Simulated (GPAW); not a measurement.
# 1T-SnO2 monolayer: work function by functional and basis

How far do functional and basis move the work function of 1T-SnO2 monolayer? Where a layer proves gapped, the work function hangs on where the smearing puts the Fermi level, and the band edges take its place.

Program: GPAW 26.7.0. Level of theory: GPAW, PAW setups; layer in a repeated cell with vacuum, relaxation of atoms and in-plane cell, in the first sound run; inputs show where later runs differ. Results are calculated unless marked as measured.

This is a report of a sequence of runs, with most program output left out.

### Step 1. The structure

The cell holds 3 atoms: 2 O and 1 Sn. Cell: a = 3.220 Å, b = 3.220 Å, c = 15.789 Å, α = 90.0°, β = 90.0°, γ = 120.0°. Vacuum lies along c.

### Step 2. Relaxing the atoms

The atoms are relaxed first, since the surface dipole, and with it the work function, follows the positions of the outer layers.

run.py reads:

```python
import json
import numpy as np
from ase import Atoms
from ase.filters import FrechetCellFilter
from ase.optimize import BFGS
from gpaw import GPAW, PW

slab = Atoms(
    ['O', 'Sn', 'O'],
    positions=[
        [1.61000, 0.92953, 7.00000],
        [0.00000, 0.00000, 7.89443],
        [-0.00000, 1.85907, 8.78885]],
    cell=[[3.22, 0.0, 0.0], [-1.61, 2.7886, 0.0], [0.0, 0.0, 15.7889]],
    pbc=[True, True, True])

slab.calc = GPAW(mode=PW(600), xc='PBE', kpts={'size': (12, 12, 1), 'gamma': True},
                 occupations={'name': 'fermi-dirac', 'width': 0.05}, nbands='200%',
                 convergence={'density': 1e-05}, maxiter=200,
                 symmetry={'tolerance': 1e-3}, txt='slab.txt')
result = {}
# The in-plane cell is free; stress needs a cell that repeats along all three vectors
path = []
opt = BFGS(FrechetCellFilter(slab, mask=[1, 1, 0, 0, 0, 1]), maxstep=0.2)
opt.attach(lambda: path.append((slab.get_potential_energy(), slab.positions.tolist(), slab.get_forces().tolist())))
result['relaxed'] = bool(opt.run(fmax=0.02, steps=45))
result['path'] = path
result['cell'] = slab.cell.tolist()
print('in-plane lattice', slab.cell.cellpar().round(4)[[0, 1, 5]])
energy = slab.get_potential_energy()
fermi = slab.calc.get_fermi_level()
v = slab.calc.get_electrostatic_potential().mean((0, 1)) - fermi
n = slab.calc.get_pseudo_density().mean((0, 1))
L = slab.cell[2, 2]
z = np.arange(len(v)) * L / len(v)
low, high = slab.positions[:, 2].min(), slab.positions[:, 2].max()
below, above = np.interp([low - 4.8, high + 4.8], z, v)
slopes = [np.interp(x, z, np.gradient(v, z)) for x in (low - 4.8, high + 4.8)]
eps = np.array([[slab.calc.get_eigenvalues(k, s) for k in range(len(slab.calc.get_ibz_k_points()))]
                for s in range(slab.calc.get_number_of_spins())]) - fermi
top, bottom = eps[eps < 0].max(), eps[eps > 0].min()
dipole = slab.get_dipole_moment()[2]
print(f'energy {energy:.4f} eV, Fermi level {fermi:.4f} eV, dipole {dipole:.5f} e A')
print(f'potential 4.8 A off the faces, from the Fermi level: lower {below:.4f} eV, upper {above:.4f} eV')
print(f'slope of the potential there: lower {slopes[0]:.5f}, upper {slopes[1]:.5f} eV/A')
print(f'nearest levels on the mesh: {top:.4f} and {bottom:.4f} eV')
print('magnetic moment', round(slab.get_magnetic_moment(), 3))
result.update(energy=energy, fermi=fermi, dipole=dipole, below=below, above=above, slopes=slopes, edges=[top, bottom],
              z=z.tolist(), v=v.tolist(), n=n.tolist(), positions=slab.positions.tolist(),
              forces=slab.get_forces(apply_constraint=False).tolist(), moments=slab.get_magnetic_moments().tolist())
json.dump(result, open('result.json', 'w'))
```

On the command line:

```sh
> OMP_NUM_THREADS=1 OPENBLAS_NUM_THREADS=1 python run.py
```

Wall time 3 min (1 thread of Intel Xeon Platinum 8375C at 2.90GHz (Ice Lake), shared host); peak memory 0.3 GiB.

Numbers from this step:

```
dipole along the normal                    : -3.83e-4 e·Å
levels nearest the Fermi level on the mesh : -1.289, 1.599 eV from the Fermi level
```

Table of electrostatic potential energy of an electron (without an applied field's), less the Fermi level, planar mean by z:

| z (Å) | electrostatic potential energy of an electron (without an applied field's), less the Fermi level, planar mean (eV) |
| --- | --- |
| 0.0 | 7.17 |
| 0.5 | 7.17 |
| 1.0 | 7.17 |
| 1.5 | 7.17 |
| 2.0 | 7.17 |
| 2.5 | 7.17 |
| 3.0 | 7.17 |
| 3.5 | 7.17 |
| 4.0 | 7.17 |
| 4.5 | 7.16 |
| 5.0 | 7.13 |
| 5.5 | 6.98 |
| 6.0 | 6.02 |
| 6.5 | 0.0331 |
| 7.0 | -10.5 |
| 7.5 | -14.7 |
| 8.0 | -21.3 |
| 8.5 | -10.4 |
| 9.0 | -8.64 |
| 9.5 | 3.87 |
| 10.0 | 6.65 |
| 10.5 | 7.08 |
| 11.0 | 7.16 |
| 11.5 | 7.17 |
| 12.0 | 7.17 |
| 12.5 | 7.17 |
| 13.0 | 7.17 |
| 13.5 | 7.17 |
| 14.0 | 7.17 |
| 14.5 | 7.17 |
| 15.0 | 7.17 |
| 15.5 | 7.17 |

Pseudo valence density, planar mean against z:

z (Å), pseudo valence density, planar mean (e/Å³) and a bar:
```
     0.00       0.00 
     0.35       0.00 
     0.88       0.00 
     1.23       0.00 
     1.75       0.00 
     2.11       0.00 
     2.46       0.00 
     2.98       0.00 
     3.33       0.00 
     3.86       0.00 
     4.21       0.00 
     4.56       0.00 
     5.09       0.00 
     5.44       0.01 
     5.96       0.07 ##
     6.32       0.28 ######
     6.67       0.73 ###############
     7.19       0.79 ################
     7.54       1.03 #####################
     8.07       1.45 ##############################
     8.42       0.79 ################
     8.95       0.88 ##################
     9.30       0.49 ##########
     9.65       0.14 ###
    10.18       0.02 
    10.53       0.01 
    11.05       0.00 
    11.40       0.00 
    11.75       0.00 
    12.28       0.00 
    12.63       0.00 
    13.16       0.00 
    13.51       0.00 
    13.86       0.00 
    14.39       0.00 
    14.74       0.00 
    15.26       0.00 
    15.61       0.00
```

The relaxation lowered the energy of the cell by 0.171 eV (energies extrapolated to zero smearing; the optimiser's log prints free energies). The largest force left on a free atom is 0.0051 eV/Å.

### Step 3. The slab's potential

With the geometry fixed, the planar mean of the potential gives the vacuum level on each side.

This step: GPAW, PAW setups; slab in vacuum (GPAW 26.7.0).

The cell differs from the one that the last finished run ended in (c 15.789 → 16.058 Å).

Changes to run.py since step 2:

```diff
@@ -3,4 +3,2 @@
 from ase import Atoms
-from ase.filters import FrechetCellFilter
-from ase.optimize import BFGS
 from gpaw import GPAW, PW
@@ -10,21 +8,14 @@
     positions=[
-        [1.61000, 0.92953, 7.00000],
-        [0.00000, 0.00000, 7.89443],
-        [-0.00000, 1.85907, 8.78885]],
-    cell=[[3.22, 0.0, 0.0], [-1.61, 2.7886, 0.0], [0.0, 0.0, 15.7889]],
-    pbc=[True, True, True])
+        [1.59039, 0.91821, 7.00000],
+        [-0.00000, 0.00000, 8.02877],
+        [-0.00000, 1.83642, 9.05754]],
+    cell=[[3.18077, -0.0, 0.0], [-1.59039, 2.75463, 0.0], [0.0, 0.0, 16.0575]],
+    pbc=[True, True, False])
 
-slab.calc = GPAW(mode=PW(600), xc='PBE', kpts={'size': (12, 12, 1), 'gamma': True},
+slab.calc = GPAW(mode=PW(500), xc='PBE', kpts={'size': (12, 12, 1), 'gamma': True},
                  occupations={'name': 'fermi-dirac', 'width': 0.05}, nbands='200%',
                  convergence={'density': 1e-05}, maxiter=200,
+                 poissonsolver={'dipolelayer': 'xy'},
                  symmetry={'tolerance': 1e-3}, txt='slab.txt')
 result = {}
-# The in-plane cell is free; stress needs a cell that repeats along all three vectors
-path = []
-opt = BFGS(FrechetCellFilter(slab, mask=[1, 1, 0, 0, 0, 1]), maxstep=0.2)
-opt.attach(lambda: path.append((slab.get_potential_energy(), slab.positions.tolist(), slab.get_forces().tolist())))
-result['relaxed'] = bool(opt.run(fmax=0.02, steps=45))
-result['path'] = path
-result['cell'] = slab.cell.tolist()
-print('in-plane lattice', slab.cell.cellpar().round(4)[[0, 1, 5]])
 energy = slab.get_potential_energy()
```

It took 24 s on 1 thread; peak memory 0.21 GiB.

Numbers from this step:

```yaml
dipole_along_the_normal: 3.01e-4 e·Å
levels_nearest_the_fermi_level_on_the_mesh: -1.120, 1.745 eV from the Fermi level
upper_work_function: 7.327 eV
lower_work_function: 7.334 eV
upper_ionisation_energy: 8.447 eV
```

Table of electrostatic potential energy of an electron (without an applied field's), less the Fermi level, planar mean by z:

z (Å), electrostatic potential energy of an electron (without an applied field's), less the Fermi level, planar mean (eV) and a bar from the least value:
```
      0.0        7.3 ##############################
      0.5        7.3 ##############################
      1.0        7.3 ##############################
      1.5        7.3 ##############################
      2.0        7.3 ##############################
      2.5        7.3 ##############################
      3.0        7.3 ##############################
      3.5        7.3 ##############################
      4.0        7.3 ##############################
      4.5        7.3 ##############################
      5.0        7.3 ##############################
      5.5        7.2 ##############################
      6.0        6.6 #############################
      6.5        3.0 #########################
      7.0       -9.9 ############
      7.5      -11.5 ###########
      8.0      -21.7 
      8.5      -12.6 #########
      9.0      -10.4 ############
      9.5        1.9 ########################
     10.0        6.5 #############################
     10.5        7.2 ##############################
     11.0        7.3 ##############################
     11.5        7.3 ##############################
     12.0        7.3 ##############################
     12.5        7.3 ##############################
     13.0        7.3 ##############################
     13.5        7.3 ##############################
     14.0        7.3 ##############################
     14.5        7.3 ##############################
     15.0        7.3 ##############################
     15.5        7.3 ##############################
```

Table of pseudo valence density, planar mean by z:

| z (Å) | pseudo valence density, planar mean (e/Å³) |
| --- | --- |
| 0.00 | 0 |
| 0.38 | 0 |
| 0.76 | 0 |
| 1.34 | 0 |
| 1.72 | 0 |
| 2.10 | 0 |
| 2.49 | 0 |
| 3.06 | 3.1e-6 |
| 3.44 | 9.0e-6 |
| 3.82 | 2.6e-5 |
| 4.21 | 8.8e-5 |
| 4.78 | 6.3e-4 |
| 5.16 | 0.00242 |
| 5.54 | 0.00950 |
| 5.93 | 0.0384 |
| 6.50 | 0.330 |
| 6.88 | 0.813 |
| 7.26 | 0.823 |
| 7.65 | 0.969 |
| 8.22 | 1.42 |
| 8.60 | 0.776 |
| 8.98 | 0.890 |
| 9.37 | 0.584 |
| 9.94 | 0.0799 |
| 10.32 | 0.0189 |
| 10.71 | 0.00469 |
| 11.09 | 0.00125 |
| 11.66 | 1.8e-4 |
| 12.04 | 5.1e-5 |
| 12.43 | 1.4e-5 |
| 12.81 | 4.7e-6 |
| 13.38 | 0 |
| 13.76 | 0 |
| 14.15 | 0 |
| 14.53 | 0 |
| 15.10 | 0 |
| 15.48 | 0 |
| 15.87 | 0 |

Force by atom:

| atom | x (eV/Å) | y (eV/Å) | z (eV/Å) | size |
| --- | --- | --- | --- | --- |
| O1 | 0.0000 | 0.0000 | 0.0940 | 0.0940 |
| Sn2 | 0.0000 | 0.0000 | 0.0000 | 0.0000 |
| O3 | 0.0000 | 0.0000 | -0.0940 | 0.0940 |

The layer is gapped, so the Fermi level lies somewhere inside the gap, set by smearing and numerics, and these work functions are no property of the material; the band edges below the vacuum level are. The potential is flat to 0.001 eV/Å where it is read, so the vacuum is wide enough.

### Step 4. Self-consistent run: xc = "RPBE"

The same geometry under RPBE, to see how far the functional moves the levels against the vacuum.

Changes to run.py since step 3:

```diff
@@ -14,3 +14,3 @@
 
-slab.calc = GPAW(mode=PW(500), xc='PBE', kpts={'size': (12, 12, 1), 'gamma': True},
+slab.calc = GPAW(mode=PW(500), xc='RPBE', kpts={'size': (12, 12, 1), 'gamma': True},
                  occupations={'name': 'fermi-dirac', 'width': 0.05}, nbands='200%',
```

Run time: 24 s. Hardware: 1 thread; peak memory 0.2 GiB.

Numbers from this step:

| Quantity | Value |
| --- | --- |
| dipole along the normal | 3.00e-4 e·Å |
| levels nearest the Fermi level on the mesh | -1.134, 1.805 eV from the Fermi level |
| upper work function | 7.179 eV |
| lower work function | 7.186 eV |
| upper ionisation energy | 8.313 eV |

The electrostatic potential energy of an electron (without an applied field's), less the Fermi level, planar mean by z:

| z (Å) | electrostatic potential energy of an electron (without an applied field's), less the Fermi level, planar mean (eV) |
| --- | --- |
| 0 | 7.18 |
| 1 | 7.19 |
| 2 | 7.19 |
| 3 | 7.19 |
| 4 | 7.18 |
| 5 | 7.16 |
| 6 | 6.47 |
| 7 | -10.1 |
| 8 | -21.8 |
| 9 | -10.6 |
| 10 | 6.30 |
| 11 | 7.15 |
| 12 | 7.18 |
| 13 | 7.18 |
| 14 | 7.18 |
| 15 | 7.18 |

Table of pseudo valence density, planar mean by z:

z (Å), pseudo valence density, planar mean (e/Å³) and a bar:
```
     0.00       0.00 
     0.57       0.00 
     1.15       0.00 
     1.72       0.00 
     2.10       0.00 
     2.68       0.00 
     3.25       0.00 
     3.82       0.00 
     4.40       0.00 
     4.97       0.00 
     5.54       0.01 
     5.93       0.04 #
     6.50       0.33 #######
     7.07       0.89 ###################
     7.65       0.97 ####################
     8.22       1.42 ##############################
     8.79       0.82 #################
     9.37       0.58 ############
     9.94       0.08 ##
    10.32       0.02 
    10.90       0.00 
    11.47       0.00 
    12.04       0.00 
    12.62       0.00 
    13.19       0.00 
    13.76       0.00 
    14.15       0.00 
    14.72       0.00 
    15.29       0.00 
    15.87       0.00
```

Force by atom:

| atom | x (eV/Å) | y (eV/Å) | z (eV/Å) | size |
| --- | --- | --- | --- | --- |
| O1 | 0.000 | 0.000 | -0.146 | 0.146 |
| Sn2 | 0.000 | 0.000 | 0.000 | 0.000 |
| O3 | 0.000 | 0.000 | 0.146 | 0.146 |

The highest filled level lies 1.13 eV under the Fermi level, so the ionisation energy from the upper face is 7.179 + 1.13 = 8.313 eV, against 8.447 eV in the base run.

### Step 5. Self-consistent run: xc = "LDA"

The same geometry under LDA, to see how far the functional moves the levels against the vacuum.

Changes to run.py since step 4:

```diff
@@ -14,3 +14,3 @@
 
-slab.calc = GPAW(mode=PW(500), xc='RPBE', kpts={'size': (12, 12, 1), 'gamma': True},
+slab.calc = GPAW(mode=PW(500), xc='LDA', kpts={'size': (12, 12, 1), 'gamma': True},
                  occupations={'name': 'fermi-dirac', 'width': 0.05}, nbands='200%',
```

The job ended after 21 s (1 thread; peak memory 0.2 GiB).

This step gave:

```yaml
dipole_along_the_normal: 3.02e-4 e·Å
levels_nearest_the_fermi_level_on_the_mesh: -1.158, 1.587 eV from the Fermi level
upper_work_function: 7.626 eV
lower_work_function: 7.634 eV
upper_ionisation_energy: 8.784 eV
```

The highest filled level lies 1.16 eV under the Fermi level, so the ionisation energy from the upper face is 7.626 + 1.16 = 8.784 eV, against 8.447 eV in the base run.

### Step 6. Self-consistent run: xc = "vdW-DF2"

The same geometry under vdW-DF2, to see how far the functional moves the levels against the vacuum (the van der Waals functionals take revPBE setups).

Changes to run.py since step 5:

```diff
@@ -14,3 +14,3 @@
 
-slab.calc = GPAW(mode=PW(500), xc='LDA', kpts={'size': (12, 12, 1), 'gamma': True},
+slab.calc = GPAW(mode=PW(500), xc='vdW-DF2', kpts={'size': (12, 12, 1), 'gamma': True},
                  occupations={'name': 'fermi-dirac', 'width': 0.05}, nbands='200%',
```

Wall time 34 s (1 thread); peak memory 0.35 GiB.

Numbers from this step:

```yaml
dipole_along_the_normal: 2.99e-4 e·Å
levels_nearest_the_fermi_level_on_the_mesh: -1.148, 1.621 eV from the Fermi level
upper_work_function: 7.792 eV
lower_work_function: 7.800 eV
upper_ionisation_energy: 8.940 eV
```

Table of electrostatic potential energy of an electron (without an applied field's), less the Fermi level, planar mean by z:

z (Å), electrostatic potential energy of an electron (without an applied field's), less the Fermi level, planar mean (eV) and a bar from the least value:
```
      0.0        7.8 ##############################
      0.5        7.8 ##############################
      1.0        7.8 ##############################
      1.5        7.8 ##############################
      2.0        7.8 ##############################
      2.5        7.8 ##############################
      3.0        7.8 ##############################
      3.5        7.8 ##############################
      4.0        7.8 ##############################
      4.5        7.8 ##############################
      5.0        7.8 ##############################
      5.5        7.7 ##############################
      6.0        7.0 #############################
      6.5        3.3 #########################
      7.0       -9.8 ############
      7.5      -11.6 ##########
      8.0      -21.9 
      8.5      -12.7 #########
      9.0      -10.3 ############
      9.5        2.1 ########################
     10.0        6.8 #############################
     10.5        7.6 ##############################
     11.0        7.8 ##############################
     11.5        7.8 ##############################
     12.0        7.8 ##############################
     12.5        7.8 ##############################
     13.0        7.8 ##############################
     13.5        7.8 ##############################
     14.0        7.8 ##############################
     14.5        7.8 ##############################
     15.0        7.8 ##############################
     15.5        7.8 ##############################
```

The highest filled level lies 1.15 eV under the Fermi level, so the ionisation energy from the upper face is 7.792 + 1.15 = 8.940 eV, against 8.447 eV in the base run.

### Step 7. Self-consistent run: xc = "revPBE"

The same geometry under revPBE, to see how far the functional moves the levels against the vacuum.

Changes to run.py since step 6:

```diff
@@ -14,3 +14,3 @@
 
-slab.calc = GPAW(mode=PW(500), xc='vdW-DF2', kpts={'size': (12, 12, 1), 'gamma': True},
+slab.calc = GPAW(mode=PW(500), xc='revPBE', kpts={'size': (12, 12, 1), 'gamma': True},
                  occupations={'name': 'fermi-dirac', 'width': 0.05}, nbands='200%',
```

Run time: 23 s. Hardware: 1 thread; peak memory 0.21 GiB.

Numbers from this step:

```yaml
dipole_along_the_normal: 3.00e-4 e·Å
levels_nearest_the_fermi_level_on_the_mesh: -1.102, 1.831 eV from the Fermi level
upper_work_function: 7.216 eV
lower_work_function: 7.223 eV
upper_ionisation_energy: 8.318 eV
```

The highest filled level lies 1.10 eV under the Fermi level, so the ionisation energy from the upper face is 7.216 + 1.10 = 8.318 eV, against 8.447 eV in the base run.

### Step 8. OptPBE vdW: xc = "optPBE-vdW"

The same geometry under optPBE-vdW, to see how far the functional moves the levels against the vacuum (the van der Waals functionals take revPBE setups).

Changes to run.py since step 7:

```diff
@@ -14,3 +14,3 @@
 
-slab.calc = GPAW(mode=PW(500), xc='revPBE', kpts={'size': (12, 12, 1), 'gamma': True},
+slab.calc = GPAW(mode=PW(500), xc='optPBE-vdW', kpts={'size': (12, 12, 1), 'gamma': True},
                  occupations={'name': 'fermi-dirac', 'width': 0.05}, nbands='200%',
```

Wall time 31 s (1 thread); peak memory 0.35 GiB.

Numbers from this step:

- levels nearest the Fermi level on the mesh: -1.107, 1.769 eV from the Fermi level
- upper work function: 7.604 eV
- lower work function: 7.611 eV
- upper ionisation energy: 8.711 eV

The electrostatic potential energy of an electron (without an applied field's), less the Fermi level, planar mean by z:

| z (Å) | electrostatic potential energy of an electron (without an applied field's), less the Fermi level, planar mean (eV) |
| --- | --- |
| 0.0 | 7.61 |
| 0.5 | 7.61 |
| 1.0 | 7.61 |
| 1.5 | 7.61 |
| 2.0 | 7.61 |
| 2.5 | 7.61 |
| 3.0 | 7.61 |
| 3.5 | 7.61 |
| 4.0 | 7.61 |
| 4.5 | 7.60 |
| 5.0 | 7.58 |
| 5.5 | 7.47 |
| 6.0 | 6.86 |
| 6.5 | 3.15 |
| 7.0 | -9.83 |
| 7.5 | -11.5 |
| 8.0 | -21.7 |
| 8.5 | -12.6 |
| 9.0 | -10.3 |
| 9.5 | 2.04 |
| 10.0 | 6.68 |
| 10.5 | 7.43 |
| 11.0 | 7.57 |
| 11.5 | 7.60 |
| 12.0 | 7.60 |
| 12.5 | 7.60 |
| 13.0 | 7.60 |
| 13.5 | 7.60 |
| 14.0 | 7.60 |
| 14.5 | 7.60 |
| 15.0 | 7.60 |
| 15.5 | 7.60 |

The highest filled level lies 1.11 eV under the Fermi level, so the ionisation energy from the upper face is 7.604 + 1.11 = 8.711 eV, against 8.447 eV in the base run.

(Continued in part 2 of 2.)

[Logs are printed without paths, hosts, clocks, repeated set-up lines and the standing remarks that a program may print on its own settings, such as how far it seeks lower states.]

[Hosts, paths, dates, database ids (printed as entryN), source tags and the programs' standing remarks are cut or masked in the printed files.]
